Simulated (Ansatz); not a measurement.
# Rb on Al(110): change of the work function, part 4 of 5

How does Rb on the longbridge site change the work function of Al(110) as the layer fills?

Ansatz 0.2.0; plane-wave DFT, RPBE, Ansatz PAW (the session's first sound run).

So far, work function, upper face (eV): step 2 (the clean slab) 3.92; step 3 (46 atoms, coverage 0.111 ML, cell 3x3) 2.27; step 4 (21 atoms, coverage 0.25 ML, cell 2x2) 1.52.

### 5. Adsorbate added, k-mesh 4×5×1, coverage 0.5 ML

System of this step: Rb/Al(110). The cell holds 22 atoms: 20 Al and 2 Rb. Its edges and angles: a = 8.100 Å, b = 5.728 Å, c = 26.636 Å, α = 90.0°, β = 90.0°, γ = 90.0°. Vacuum lies along c.

Another coverage, to see how the dipoles act on each other as their distance changes.

input.yaml

```yaml
crystal:
  lattice:
    - [8.1, 0.0, 0.0]
    - [0.0, 5.7275649276, 0.0]
    - [0.0, 0.0, 26.6358321113]
  atoms:
    - { symbol: Al, position: [0.0, 0.0, 0.3378907016] }
    - { symbol: Al, position: [0.25, 0.25, 0.391648783] }
    - { symbol: Al, position: [0.0, 0.0, 0.4450937815] }
    - { symbol: Al, position: [0.25, 0.25, 0.5005660557] }
    - { symbol: Al, position: [0.0, 0.0, 0.5512490321] }
    - { symbol: Al, position: [0.0, 0.5, 0.3378907016] }
    - { symbol: Al, position: [0.25, 0.75, 0.391648783] }
    - { symbol: Al, position: [0.0, 0.5, 0.4450937815] }
    - { symbol: Al, position: [0.25, 0.75, 0.5005660557] }
    - { symbol: Al, position: [0.0, 0.5, 0.5512490321] }
    - { symbol: Al, position: [0.5, 0.0, 0.3378907016] }
    - { symbol: Al, position: [0.75, 0.25, 0.391648783] }
    - { symbol: Al, position: [0.5, 0.0, 0.4450937815] }
    - { symbol: Al, position: [0.75, 0.25, 0.5005660557] }
    - { symbol: Al, position: [0.5, 0.0, 0.5512490321] }
    - { symbol: Al, position: [0.5, 0.5, 0.3378907016] }
    - { symbol: Al, position: [0.75, 0.75, 0.391648783] }
    - { symbol: Al, position: [0.5, 0.5, 0.4450937815] }
    - { symbol: Al, position: [0.75, 0.75, 0.5005660557] }
    - { symbol: Al, position: [0.5, 0.5, 0.5512490321] }
    - { symbol: Rb, position: [0.25, 0.0, 0.6621092984] }
    - { symbol: Rb, position: [0.75, 0.5, 0.6621092984] }
kpoints:
  mp_grid: { grid: [4, 5, 1] }
hamiltonian:
  xc: rpbe
scf:
  occupations: { method: fermi_dirac, width: 0.1 }
  convergence: { dr2_threshold: 1.0e-08 }
efield:
  axis: 3
  dipole_correction: true
  ramp_position: 0.97
  ramp_width: 0.06
relax:
  f_tol: 0.02
  max_steps: 60
  constraints: [{ sites: [0, 1, 5, 6, 10, 11, 15, 16] }]
output:
  bader: true
  dos: { projected: true, e_range: [-8, 4] }
  write_potential: true
  write_density: true
  volumetric_format: npy
```

Run with:

```bash
$ ansatz run input.yaml --threads 4 --pin off --max-ram 6144MiB --backend cpu --events-out ev --progress --plain --runs-dir out
```

Numbers of over 12 decimals in the logs are rounded to 6 here.

The log of the run:

```text
[...]
Crystal: 22 atoms, lattice volume = 1235.724 Å³
Basis set: ecut = 420 eV, 24273 PW (Γ), exchange–correlation on 120×80×360 points (8 copies of the dense FFT grid, shifted against one another)
Bands: 61, of which v1, the nominal top of the filled ones, is band 39 counted from 1 (38 counted from 0)
Symmetry: 8 space group operations
[...]
2     Al     -0.0580     0.0000
     3     Al     -0.0166     0.0000
     4     Al     -0.2241     0.0001
     5     Al      0.0416     0.0000
     6     Al     -0.0062     0.0000
     7     Al     -0.0580     0.0000
[...]
18     Al     -0.0166     0.0000
    19     Al     -0.2241     0.0001
    20     Rb      0.5266     0.0000
    21     Rb      0.5266     0.0000
  estimated error of the sums over rays = 2.8e-4 e
[key lines of the parts left out:]
SCF converged after 7 iterations
Free energy (F): -17353.040137 eV
Fermi energy:    0.690588 eV
Dipole field:    D = 0.065535 V/Å  (p = 0.447539 e·Å, saw-weighted, corrected)
Work function:   Φ+ = 2.1432 eV   Φ− = 3.8889 eV
```

Run time: 4.1 min. Hardware: 4 threads of Arm Neoverse N1, shared host; peak memory 2.1 GiB; 15 min of CPU time.

Relaxation path:

```tsv
step	energy less that of the first step (eV)	largest force component (eV/Å)
1	0.0000	0.1945
2	-0.0320	0.0653
3	-0.0421	0.0542
4	-0.0461	0.0259
5	-0.0470	0.0040
```

Forces are held to the 8 operations that the run works with; a distortion that breaks them can't arise in this run.

The atoms that moved most (Å):

```tsv
atom	dx	dy	dz	length
Al15	0.119	0.000	0.019	0.121
Al10	0.119	0.000	0.019	0.121
Al5	-0.119	0.000	0.019	0.121
Al20	-0.119	0.000	0.019	0.121
Rb21	0.000	0.000	-0.113	0.113
Rb22	0.000	0.000	-0.113	0.113
Al9	0.000	0.042	0.006	0.042
Al14	0.000	0.042	0.006	0.042
```

Final coordinates:

```
Al Rb
1.0
     8.10000    0.00000    0.00000
     0.00000    5.72756    0.00000
     0.00000    0.00000   26.63583
Al Rb
20 2
Direct
  0.00000 0.00000 0.33789
  0.25000 0.25000 0.39165
  0.99778 0.00000 0.44549
  0.25000 0.24268 0.50081
  0.98528 0.00000 0.55196
  0.00000 0.50000 0.33789
  0.25000 0.75000 0.39165
  0.00222 0.50000 0.44549
  0.25000 0.75732 0.50081
  0.01472 0.50000 0.55196
  0.50000 0.00000 0.33789
  0.75000 0.25000 0.39165
  0.50222 0.00000 0.44549
  0.75000 0.25732 0.50081
  0.51472 0.00000 0.55196
  0.50000 0.50000 0.33789
  0.75000 0.75000 0.39165
  0.49778 0.50000 0.44549
  0.75000 0.74268 0.50081
  0.48528 0.50000 0.55196
  0.25000 0.00000 0.65787
  0.75000 0.50000 0.65787
```

Running mean over 1.432 Å of the planar mean; the ramp of the sawtooth is left out. The electron's electrostatic potential energy less the Fermi level by z:

z (Å), electron's electrostatic potential energy less the Fermi level (eV) and a bar from the least value:
```
        4       3.89 ##############################
        5       3.88 ##############################
        6       3.85 ##############################
        7       3.48 #############################
        8       0.59 ###################
        9      -3.68 ####
       10      -4.69 #
       11      -4.74 
       12      -4.63 #
       13      -4.66 #
       14      -4.89 
       15      -2.77 #######
       16       0.68 ###################
       17      -3.47 #####
       18      -4.29 ##
       19       0.64 ###################
       20       1.70 #######################
       21       2.01 ########################
       22       2.11 ########################
       23       2.14 ########################
```

The relaxation took 5 steps and lowered the energy by 0.047 eV; the largest force on the free atoms ends at 0.0040 eV/Å.

The covered face has 2.14 eV, -1.77 eV against the clean one; the bare back face has moved by -0.03 eV, a measure of how thin the slab is.

### 6. Work function against coverage

This step: plane-wave DFT, RPBE, Ansatz PAW; work function against coverage (Ansatz 0.2.0).

The runs are now put side by side.

Numbers from this step:

- work function of the clean face: 3.917 eV
- largest change of the work function: -2.402 eV

Table of work function of the covered face by coverage:

```tsv
coverage (adsorbates/nm²)	work function of the covered face (eV)
0.00	3.92
0.96	2.27
2.16	1.52
4.31	2.14
```

The dipole per adsorbate comes from the change of the cell's dipole. Coverage, by row:

```tsv
coverage (1/nm²)	coverage (ML)	work function (eV)	change (eV)	dipole per adsorbate, positive end outwards (debye)	mean height of the added atoms over the highest substrate atom (Å)
0.958	0.1111	2.273	-1.644	4.495	2.694
2.155	0.25	1.515	-2.402	2.936	2.587
4.311	0.5	2.143	-1.774	1.076	2.821
```

### 7. The 0.25 ML cell at another level of theory, cutoff 630 eV, functional PBE

This step: plane-wave DFT, PBE, norm-conserving (Ansatz 0.2.0).

System of this step: Rb/Al(110). The cell holds 21 atoms: 20 Al and 1 Rb. Its edges and angles: a = 8.100 Å, b = 5.728 Å, c = 26.636 Å, α = 90.0°, β = 90.0°, γ = 90.0°. Vacuum lies along c.

The geometry is kept and the functional is PBE; other changes against the main runs: norm-conserving files and cutoff 420 → 630.

input.yaml

```yaml
crystal:
  lattice:
    - [8.1, 0.0, 0.0]
    - [0.0, 5.7275649276, 0.0]
    - [0.0, 0.0, 26.6358321113]
  atoms:
    - { symbol: Al, position: [0.0, 0.0, 0.3378907016] }
    - { symbol: Al, position: [0.25, 0.25, 0.391648783] }
    - { symbol: Al, position: [0.0003651808, 0.0, 0.4446125072] }
    - { symbol: Al, position: [0.25, 0.248627393, 0.5019593189] }
    - { symbol: Al, position: [-0.0132510268, 0.0, 0.5489891272] }
    - { symbol: Al, position: [0.0, 0.5, 0.3378907016] }
    - { symbol: Al, position: [0.25, 0.75, 0.391648783] }
    - { symbol: Al, position: [0.0030051874, 0.5, 0.4460401888] }
    - { symbol: Al, position: [0.25, 0.751372607, 0.5019593189] }
    - { symbol: Al, position: [0.0020446445, 0.5, 0.5543506472] }
    - { symbol: Al, position: [0.5, 0.0, 0.3378907016] }
    - { symbol: Al, position: [0.75, 0.25, 0.391648783] }
    - { symbol: Al, position: [0.4996348192, 0.0, 0.4446125072] }
    - { symbol: Al, position: [0.75, 0.2567695447, 0.4996521368] }
    - { symbol: Al, position: [0.5132510268, 0.0, 0.5489891272] }
    - { symbol: Al, position: [0.5, 0.5, 0.3378907016] }
    - { symbol: Al, position: [0.75, 0.75, 0.391648783] }
    - { symbol: Al, position: [0.4969948126, 0.5, 0.4460401888] }
    - { symbol: Al, position: [0.75, 0.7432304553, 0.4996521368] }
    - { symbol: Al, position: [0.4979553555, 0.5, 0.5543506472] }
    - { symbol: Rb, position: [0.25, 0.0, 0.6514663475] }
kpoints:
  mp_grid: { grid: [4, 5, 1] }
hamiltonian:
  xc: pbe
  pseudopotentials: { kind: nc }
scf:
  occupations: { method: fermi_dirac, width: 0.1 }
  convergence: { dr2_threshold: 1.0e-08 }
efield:
  axis: 3
  dipole_correction: true
  ramp_position: 0.97
  ramp_width: 0.06
output:
  write_potential: true
  write_density: true
  volumetric_format: npy
```

The log of the run:

```text
[...]
Crystal: 21 atoms, lattice volume = 1235.724 Å³
Basis set: ecut = 630 eV, 44355 PW (Γ)
Bands: 56, of which v1, the nominal top of the filled ones, is band 35 counted from 1 (34 counted from 0)
Symmetry: 4 space group operations
[...]
k-points: 9 of 20
[...]
SCF iter   1: F=—  HF=-4080.496761 eV  |F-HF|=—  |Δ(HF+E_count)|=         —  Δρ=1.54e-2  dr2=3.21e1  ethr=3.10e-3  p=-0.000 e·Å  D=-6.89e-10 V/Å  ΔV_dip=0.00 eV  dr2_dipole=5.92e-1  V_vac-E_F(+/−)=6.21/6.21 eV  ⟨swp⟩=10.3  Hψ=3101  notcnv=0  defer=5
[...]
SCF iter  15: F=-4075.499941 eV  HF=-4075.499941 eV  |F-HF|=1.62e-9  |Δ(HF+E_count)|=   3.68e-9  Δρ=2.20e-7  dr2=1.50e-9  ethr=1.45e-11  p=0.623 e·Å  D=9.12e-2 V/Å  ΔV_dip=-2.43 eV  dr2_dipole=7.16e-10  V_vac-E_F(+/−)=1.55/3.98 eV  ⟨swp⟩=27.1  Hψ=3366  notcnv=0
SCF 1 converged in 15 iterations: F = -4075.499941 eV  dr2 = 1.50e-9
[...]
SCF converged after 15 iterations
Free energy (F): -4075.499941 eV
[...]
Internal energy: -4075.165140 eV  (E = F + TS)
E sigma→0 (E₀):  -4075.332541 eV
Entropy (-TS):   -0.334800 eV (-15.943 meV/atom)
Fermi energy:    0.448561 eV
Dipole field:    D = 0.091147 V/Å  (p = 0.622449 e·Å, saw-weighted, corrected)
Work function:   Φ+ = 1.5480 eV   Φ− = 3.9759 eV
[...]
--- Band table (eV; the first three rows and the last of 9) ---
  k-point 0: bands = [... 31 lower, -0.5238, -0.4138, -0.3738, 0.1916, 0.6077, 0.7542, 0.8438, 0.9644, ... 17 higher]
  k-point 1: bands = [... 31 lower, -0.3383, -0.3007, -0.2475, 0.3212, 0.3912, 0.4143, 0.6670, 0.9656, ... 17 higher]
  k-point 2: bands = [... 31 lower, 0.1811, 0.2460, 0.4262, 0.6967, 0.8471, 0.9380, 1.0468, 1.0721, ... 17 higher]
  k-point 8: bands = [... 31 lower, -0.4876, 0.3364, 0.4090, 0.6807, 0.6821, 0.7853, 0.8970, 1.5384, ... 17 higher]
```

It took 3 min on 4 threads; peak memory 3.1 GiB.

This step gave:

```
energy at zero smearing        : -4075.3325 eV
work function, upper face      : 1.548 eV
work function, lower face      : 3.976 eV
dipole along the normal        : 0.6224 e·Å
step between the vacuum levels : -2.428 eV
```

The work function comes to 1.55 eV, +0.03 eV from the first level.

### 8. The 0.25 ML cell at another level of theory, cutoff 420 eV, functional LDA

This step: plane-wave DFT, LDA, Ansatz PAW (Ansatz 0.2.0).

The geometry is kept and the functional is LDA.

Changes to input.yaml since step 7:

```diff
@@ -30,4 +30,3 @@
 hamiltonian:
-  xc: pbe
-  pseudopotentials: { kind: nc }
+  xc: lda
 scf:
```

The log of the run:

```text
[...]
Crystal: 21 atoms, lattice volume = 1235.724 Å³
Basis set: ecut = 420 eV, 24273 PW (Γ)
Bands: 56, of which v1, the nominal top of the filled ones, is band 35 counted from 1 (34 counted from 0)
Symmetry: 4 space group operations
[...]
k-points: 9 of 20
[...]
SCF iter   1: F=—  HF=-13422.399787 eV  |F-HF|=—  |Δ(HF+E_count)|=         —  Δρ=2.22e-3  dr2=3.68e-1  ethr=1.77e-3  p=0.690 e·Å  D=1.01e-1 V/Å  ΔV_dip=-2.69 eV  dr2_dipole=1.70e-1  V_vac-E_F(+/−)=1.45/4.14 eV  ⟨swp⟩=18.8  Hψ=4568  notcnv=0  defer=1
[...]
SCF iter   8: F=-13422.367981 eV  HF=-13422.367981 eV  |F-HF|=1.78e-9  |Δ(HF+E_count)|=   4.41e-8  Δρ=4.65e-7  dr2=6.96e-9  ethr=1.45e-11  p=0.614 e·Å  D=8.99e-2 V/Å  ΔV_dip=-2.39 eV  dr2_dipole=1.49e-9  V_vac-E_F(+/−)=1.74/4.14 eV  ⟨swp⟩=16.6  Hψ=2300  notcnv=0
SCF 1 converged in 8 iterations: F = -13422.367981 eV  dr2 = 6.96e-9
[...]
SCF converged after 8 iterations
Free energy (F): -13422.367981 eV
[...]
Internal energy: -13422.030866 eV  (E = F + TS)
E sigma→0 (E₀):  -13422.199424 eV
Entropy (-TS):   -0.337114 eV (-16.053 meV/atom)
Fermi energy:    0.261589 eV
Dipole field:    D = 0.089839 V/Å  (p = 0.613514 e·Å, saw-weighted, corrected)
Work function:   Φ+ = 1.7428 eV   Φ− = 4.1357 eV
[...]
--- Band table (eV; the first three rows and the last of 9) ---
  k-point 0: bands = [... 31 lower, -0.7062, -0.5754, -0.5309, -0.0016, 0.3619, 0.5629, 0.6988, 0.7920, ... 17 higher]
  k-point 1: bands = [... 31 lower, -0.5252, -0.4695, -0.4101, 0.1305, 0.1962, 0.2116, 0.4983, 0.7926, ... 17 higher]
  k-point 2: bands = [... 31 lower, -0.0015, 0.0799, 0.2424, 0.5079, 0.6582, 0.7196, 0.8403, 0.9004, ... 17 higher]
  k-point 8: bands = [... 31 lower, -0.6463, 0.1692, 0.2424, 0.4816, 0.4853, 0.5890, 0.7079, 1.3539, ... 17 higher]
```

Run time: 56 s. Hardware: 4 threads; peak memory 1.9 GiB.

Numbers from this step:

```yaml
energy_at_zero_smearing: -13422.1994 eV
work_function_upper_face: 1.743 eV
work_function_lower_face: 4.136 eV
dipole_along_the_normal: 0.6135 e·Å
step_between_the_vacuum_levels: -2.393 eV
```

The work function comes to 1.74 eV, +0.23 eV from the first level.

### 9. The 0.25 ML cell at another level of theory, cutoff 420 eV, functional PBE

This step: plane-wave DFT, PBE, Ansatz PAW (Ansatz 0.2.0).

The geometry is kept and the functional is PBE.

Changes to input.yaml since step 8:

```diff
@@ -30,3 +30,3 @@
 hamiltonian:
-  xc: lda
+  xc: pbe
 scf:
```

The log of the run:

```text
[...]
Crystal: 21 atoms, lattice volume = 1235.724 Å³
Basis set: ecut = 420 eV, 24273 PW (Γ)
Bands: 56, of which v1, the nominal top of the filled ones, is band 35 counted from 1 (34 counted from 0)
Symmetry: 4 space group operations
[...]
k-points: 9 of 20
[...]
k-point 0: bands = [... 31 lower, -0.5245, -0.4122, -0.3730, 0.1926, 0.6169, 0.7608, 0.8447, 0.9659, ... 17 higher]
  k-point 1: bands = [... 31 lower, -0.3364, -0.2986, -0.2462, 0.3238, 0.3922, 0.4168, 0.6666, 0.9705, ... 17 higher]
  k-point 2: bands = [... 31 lower, 0.1804, 0.2463, 0.4257, 0.6976, 0.8482, 0.9422, 1.0481, 1.0706, ... 17 higher]
  k-point 8: bands = [... 31 lower, -0.4840, 0.3387, 0.4118, 0.6818, 0.6830, 0.7848, 0.8961, 1.5383, ... 17 higher]
[key lines of the parts left out:]
SCF converged after 8 iterations
Free energy (F): -14012.540041 eV
Fermi energy:    0.450193 eV
Dipole field:    D = 0.090924 V/Å  (p = 0.620926 e·Å, saw-weighted, corrected)
Work function:   Φ+ = 1.5497 eV   Φ− = 3.9716 eV
```

Wall time 59 s (4 threads); peak memory 2 GiB.

The work function comes to 1.55 eV, +0.03 eV from the first level.

### 10. Side by side

Times are for 4 threads of Arm Neoverse N1, shared host. The runs compared:

```tsv
no.	functional	work function, upper face (eV)	dipole along the normal (e·Å)	time	memory (GiB)
1	pbe	1.548	0.6224	3 min	3.1
2	lda	1.743	0.6135	56 s	1.9
3	pbe	1.550	0.6209	59 s	2.0
```

(Continued in part 5 of 5.)

[Logs are printed without paths, hosts, clocks, repeated set-up lines and the standing remarks that a program may print on its own settings, such as how far it seeks lower states.]

[Hosts, paths, dates, database ids (printed as entryN), source tags and the programs' standing remarks are cut or masked in the printed files.]

[Maps of the electrostatic potential energy from Ansatz leave out the sawtooth potential of an applied field or a dipole correction, so their vacuum need not be flat; planar profiles and work functions include it.]
